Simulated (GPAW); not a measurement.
# CrO2: which magnetic order is lowest

Aim: find out whether CrO2 carries moments, and which collinear order costs least.

Calculated with GPAW 26.7.0; PBE with U = 4.38 eV on Cr d; plane waves with GPAW's PAW setups, scalar-relativistic.

## 1. Starting point

The structure is tetragonal, space group P4_2/mnm (No. 136). The conventional cell has a = 4.421 Å, b = 4.421 Å, c = 2.917 Å, α = 90.00°, β = 90.00°, γ = 90.00°. Nearest to Cr lie 6 O at 1.88 to 1.92 Å. Nearest to O lie 3 Cr at 1.88 to 1.92 Å. Farther neighbours and most contacts between anions are not listed.

## 2. Run 1 (ferro ++)

Parallel moments need no larger cell; this start tests for a ferromagnetic state only. A Hubbard U of customary size acts on the open shell; it was not fitted to this crystal.

File order1.py:

```python
import json
import numpy as np
from ase import Atoms
from ase.parallel import paropen, parprint
from gpaw import GPAW

atoms = Atoms(['Cr', 'Cr', 'O', 'O', 'O', 'O'],
    cell=[[4.421, 0.0, 0.0],
         [0.0, 4.421, 0.0],
         [0.0, 0.0, 2.917]],
    scaled_positions=[[0.0, 0.0, 0.0],
         [0.5, 0.5, 0.5],
         [0.301, 0.301, 0.0],
         [0.199, 0.801, 0.5],
         [0.699, 0.699, 0.0],
         [0.801, 0.199, 0.5]],
    pbc=True,
    magmoms=[3.0, 3.0, 0.0, 0.0, 0.0, 0.0])
atoms.calc = GPAW(mode={'name': 'pw', 'ecut': 700},
    xc='PBE',
    kpts={'size': (8, 8, 8), 'gamma': True},
    occupations={'name': 'fermi-dirac', 'width': 0.005},
    convergence={'density': 1e-05, 'energy': 1e-05},
    maxiter=200,
    setups={'Cr': ':d,4.38'},
    symmetry={'tolerance': 1e-4},
    txt='order1.txt')
e = atoms.get_potential_energy(force_consistent=True)
res = {'free_energy': e, 'energy_sigma0': atoms.get_potential_energy(), 'fermi_energy': atoms.calc.get_fermi_level()}
res['moments'] = atoms.get_magnetic_moments().tolist()
res['total'] = atoms.get_magnetic_moment()
parprint('site moments (muB):', np.round(res['moments'], 3))
parprint(f"total moment: {res['total']:.3f} muB")
parprint(f'free energy: {e:.6f} eV')
atoms.calc.write('order1.gpw')
with paropen('results.json', 'w') as f:
    json.dump(res, f)
```

The run is started by

```sh
$ OMP_NUM_THREADS=1 mpirun -n 2 gpaw python order1.py > order1.log
```

Log:

```text
site moments (muB): [ 2.605  2.604 -0.225 -0.225 -0.225 -0.225]
total moment: 4.000 muB
free energy: -45.308738 eV

--- order1.txt ---
Input parameters:
  mode=PW(ecut=700),
  convergence={'density': 1e-05, 'energy': 1e-05},
  kpts=MonkhorstPack(size=(8, 8, 8), gamma=True),
  maxiter=200,
  occupations=Occupations(name='fermi-dirac', width=0.005),
  setups={'Cr': ':d,4.38'},
  symmetry=Symmetry(tolerance=0.0001),
  xc=XC(name='PBE')

Diagonalizing LCAO Hamiltonian
Converting LCAO to pw mode
    .----------.
   /|          |
  / |          |
 *  | O Cr     |
 |  .-----O----.
 | /       O  /
 |/  O       /
 Cr---------*

Atoms  # Å, Bohr magnetons
|   | symbol |        x |        y |        z |    initial magnetic moments |
|---|--------|----------|----------|----------|-----------------------------|
| 0 |     Cr | 0.000000 | 0.000000 | 0.000000 | ( 0.0000,  0.0000,  3.0000) |
| 1 |     Cr | 2.210500 | 2.210500 | 1.458500 | ( 0.0000,  0.0000,  3.0000) |
| 2 |      O | 1.330721 | 1.330721 | 0.000000 | ( 0.0000,  0.0000,  0.0000) |
| 3 |      O | 0.879779 | 3.541221 | 1.458500 | ( 0.0000,  0.0000,  0.0000) |
| 4 |      O | 3.090279 | 3.090279 | 0.000000 | ( 0.0000,  0.0000,  0.0000) |
| 5 |      O | 3.541221 | 0.879779 | 1.458500 | ( 0.0000,  0.0000,  0.0000) |

Unit cell  # Å
| periodic |        x |        y |        z |  lengths |    angles |
|----------|----------|----------|----------|----------|-----------|
|      yes | 4.421000 | 0.000000 | 0.000000 | 4.421000 | 90.000000 |
|      yes | 0.000000 | 4.421000 | 0.000000 | 4.421000 | 90.000000 |
|      yes | 0.000000 | 0.000000 | 2.917000 | 2.917000 | 90.000000 |

Number of symmetries: 8

BZ-sampling:
  Number of BZ points: 512
  Number of IBZ points: 105

  Monkhorst-Pack size: [8, 8, 8]
  Monkhorst-Pack shift: [0.0625, 0.0625, 0.0625]

K-points  # in reciprocal-cell coordinates
|     |                                coordinates |     weight |
|-----|--------------------------------------------|------------|
|   0 | (  0.00000000,   0.00000000,   0.00000000) | 0.00195312 |
|   1 | (  0.00000000,   0.00000000,   0.12500000) | 0.00390625 |
|   2 | (  0.00000000,   0.00000000,   0.25000000) | 0.00390625 |
|   3 | (  0.00000000,   0.00000000,   0.37500000) | 0.00390625 |
|   4 | (  0.00000000,   0.00000000,   0.50000000) | 0.00195312 |
|   5 | (  0.12500000,  -0.12500000,   0.00000000) | 0.00390625 |
|   6 | (  0.12500000,  -0.12500000,   0.12500000) | 0.00781250 |
|   7 | (  0.12500000,  -0.12500000,   0.25000000) | 0.00781250 |
|   8 | (  0.12500000,  -0.12500000,   0.37500000) | 0.00781250 |
|   9 | (  0.12500000,  -0.12500000,   0.50000000) | 0.00390625 |
| ... |                                            |            |
| 104 | (  0.50000000,   0.50000000,   0.50000000) | 0.00195312 |

Plane wave coefficients: 2420
Cutoff: 700.0 eV

Spin-components: 2 (collinear spins)
Bands:           30
Projectors:      32
Spin-degeneracy: 1
Datatype:        complex128

Parallelization:
  kpt:    2
  domain: 1
  band:   1

Density:
  Valence electrons: 36.0
  Components: 2
  Grid points: [27 27 18]
  Charge: 0.0  # |e|

Potential:
  Grid points: [27 27 18]

species:
  Cr:
    name:    Chromium
    Z:       24.0
    valence: 6
    core:    18
    charge:  0.0  # [|e|]
    Hubbard: {U: 4.38,  # eV
              l: 2,
              scale: True}
    compensation charges:
      type: gauss
      rc: 0.35  # [Å]
      lmax: 2
    cutoffs:
      filter: 2.14  # [Å]
      core: 3.04  # [Å]
    projectors
    | kind |    occ | energy [eV] | rcut [Å] |
    |------|--------|-------------|----------|
    |   4s |  1.000 |      -4.007 |    1.164 |
    |   4p |  0.000 |      -0.989 |    1.217 |
    |   3d |  5.000 |      -2.913 |    1.111 |
    |    s |        |      23.205 |    1.164 |
    |    p |        |      26.223 |    1.217 |
    |    d |        |      24.299 |    1.111 |

    Using partial waves for Cr as LCAO basis

  O:
    name:    Oxygen
    Z:       8.0
    valence: 6
    core:    2
    charge:  0.0  # [|e|]
    compensation charges:
      type: gauss
      rc: 0.21  # [Å]
      lmax: 2
    cutoffs:
      filter: 1.17  # [Å]
      core: 0.83  # [Å]
    projectors
    | kind |    occ | energy [eV] | rcut [Å] |
    |------|--------|-------------|----------|
    |   2s |  2.000 |     -23.961 |    0.688 |
    |   2p |  4.000 |      -9.029 |    0.598 |
    |    s |        |       3.251 |    0.688 |
    |    p |        |      18.182 |    0.598 |
    |    d |        |       0.000 |    0.619 |

    Using partial waves for O as LCAO basis

Reference energy: -65328.164104  # eV

eigensolver:
  PPCG
  Converge bands: occupied
  niter=2

density mixing:
  MSR1-Mixer
  Pratt-step length: 0.05
  Maximum mixing coefficient: 0.75
  Old densities: 10
  SVD Regularization: 0.005
  Good broyden scale: 1.0
  Trust region scale: 1.0
  Backstep threshold: 4.0
  History deletion threshold: 6.0
  Fourier metric: weight=20.0, sigma=0.015

occupation numbers:
  Fermi-Dirac:
    width: 0.0050  # eV

poisson solver:
  ecut: 5600.0  # eV

xc functional:
  name: PBE with 2 nearest neighbor stencil

convergence criteria:
- Maximum integral of absolute [dens]ity change: 1e-05 electrons / valence electron
- Maximum [total energy] change in last 3 cyles: 1e-05 eV / valence electron
- Maximum integral of absolute [eigenst]ate change: 4e-08 eV^2 / valence electron
maximum number of iterations: 200

SCF iterations
|iter     |      energy | eigst |  dens |  magmom |
|---------|-------------|-------|-------|---------|
|iter:   1|       0s |  -46.927827 | +0.27 |       |  +5.9664|
|iter:   2|      14s |  -45.239018 | -1.50 | -0.60 |  +5.8681|
|iter:   3|      28s |  -44.003046 | -0.82 | -0.65 |  +5.1616|
|iter:   4|      43s |  -44.396753 | -2.19 | -0.90 |  +4.8251|
|iter:   5|      57s |  -45.097790 | -1.64 | -1.10 |  +4.2088|
|iter:   6|      71s |  -45.282839 | -2.57 | -1.55 |  +3.9743|
|iter:   7|      85s |  -45.277446 | -3.30 | -1.89 |  +3.9643|
|iter:   8|      99s |  -45.297878 | -3.39 | -2.16 |  +3.9847|
|iter:   9|     114s |  -45.302107 | -3.68 | -2.33 |  +3.9942|
|iter:  10|     128s |  -45.304899 | -3.96 | -2.44 |  +4.0085|
|iter:  11|     142s |  -45.306724 | -4.49 | -2.77 |  +4.0015|
|iter:  12|     157s |  -45.307783 | -4.58 | -3.00 |  +3.9976|
|iter:  13|     171s |  -45.308419 | -4.98 | -3.11 |  +3.9986|
|iter:  14|     184s |  -45.308608 | -5.25 | -3.22 |  +3.9999|
|iter:  15|     198s |  -45.308667c| -5.53 | -3.71 |  +4.0001|
|iter:  16|     212s |  -45.308675c| -6.04 | -4.10 |  +4.0000|
|iter:  17|     226s |  -45.308676c| -6.51 | -4.41 |  +4.0000|
|iter:  18|     240s |  -45.308676c| -7.23 | -4.83 |  +4.0000|
|iter:  19|     254s |  -45.308675c| -7.57c| -5.25c|  +4.0000|

Converged in 19 steps
Energy contributions relative to reference atoms: (reference = -65328.164104)

Energy contributions:
  Kinetic:          20.015266
  Coulomb:         -32.076553
  Zero:              1.423322
  External:          0.000000
  Xc:              -34.670647
  Entropy:          -0.000126
  Spinorbit:         0.000000
  ----------------------------
  Free energy:     -45.308738
  Extrapolated:    -45.308675

dipole moment: (-11.006721, -11.006721, -23.626179)  # |e|*Ang

Total magnetic moment: (0.000000, 0.000000, 3.999999)

Local magnetic moments
|        x |        y |         z |
|----------|----------|-----------|
| 0.000000 | 0.000000 |  2.604593 |  # Cr   0
| 0.000000 | 0.000000 |  2.604451 |  # Cr   1
| 0.000000 | 0.000000 | -0.225244 |  # O    2
| 0.000000 | 0.000000 | -0.225225 |  # O    3
| 0.000000 | 0.000000 | -0.225244 |  # O    4
| 0.000000 | 0.000000 | -0.225225 |  # O    5

Fermi level: 5.925
Eigenvalues  # (at kpt = [0.000, 0.000, 0.000])
| band index |      eig [eV] | occ [0-1] |      eig [eV] | occ [0-1] |
|------------|---------------|-----------|---------------|-----------|
|          0 |       -12.904 |     1.000 |       -13.302 |     1.000 |
|        ... |               |           |               |           |
|         10 |         3.011 |     1.000 |         2.550 |     1.000 |
|         11 |         3.011 |     1.000 |         3.162 |     1.000 |
|         12 |         3.025 |     1.000 |         4.901 |     1.000 |
|         13 |         3.025 |     1.000 |         5.041 |     1.000 |
|         14 |         3.105 |     1.000 |         5.041 |     1.000 |
|         15 |         3.392 |     1.000 |         5.299 |     1.000 |
|         16 |         3.632 |     1.000 |         9.895 |     0.000 |
|         17 |         5.242 |     1.000 |         9.959 |     0.000 |
|         18 |         5.762 |     1.000 |        10.255 |     0.000 |
|         19 |         5.762 |     1.000 |        10.446 |     0.000 |
|         20 |         6.349 |     0.000 |        10.446 |     0.000 |
|         21 |         6.595 |     0.000 |        10.937 |     0.000 |
|         22 |         8.261 |     0.000 |        12.053 |     0.000 |
|         23 |        10.716 |     0.000 |        12.850 |     0.000 |
|         24 |        10.716 |     0.000 |        12.850 |     0.000 |
|         25 |        11.649 |     0.000 |        14.017 |     0.000 |
|        ... |               |           |               |           |
|         29 |        15.044 |     0.000 |        16.779 |     0.000 |

No gap
No difference between direct/indirect transitions
```

The job ended after 4.6 min (2 MPI ranks of Arm Neoverse V1, shared host; peak memory 0.74 GiB; 9.2 min of CPU time).

Spin moment in the augmentation sphere by atom:

| atom | spin moment in the augmentation sphere (μB) |
| --- | --- |
| Cr1 | 2.60 |
| Cr2 | 2.60 |
| O3 | -0.23 |
| O4 | -0.23 |
| O5 | -0.23 |
| O6 | -0.23 |

This step gave:

```yaml
magnetization: 4.000 μB
final_state: ferromagnetic
```

After 19 cycles the largest moment stands at 2.60 μB.

(Continued in part 2 of 2.)

[Logs and program files are shortened in this print: banners, set-up blocks, solver, clock and traceback lines can be left out without a mark of their own.]

[Logs are printed without paths, hosts, clocks, repeated set-up lines and the standing remarks that a program may print on its own settings, such as how far it seeks lower states.]

[Hosts, paths, dates, database ids (printed as entryN), source tags and the programs' standing remarks are cut or masked in the printed files.]

[Where a cell is said to come from a database of computed structures, the database is the Materials Project.]
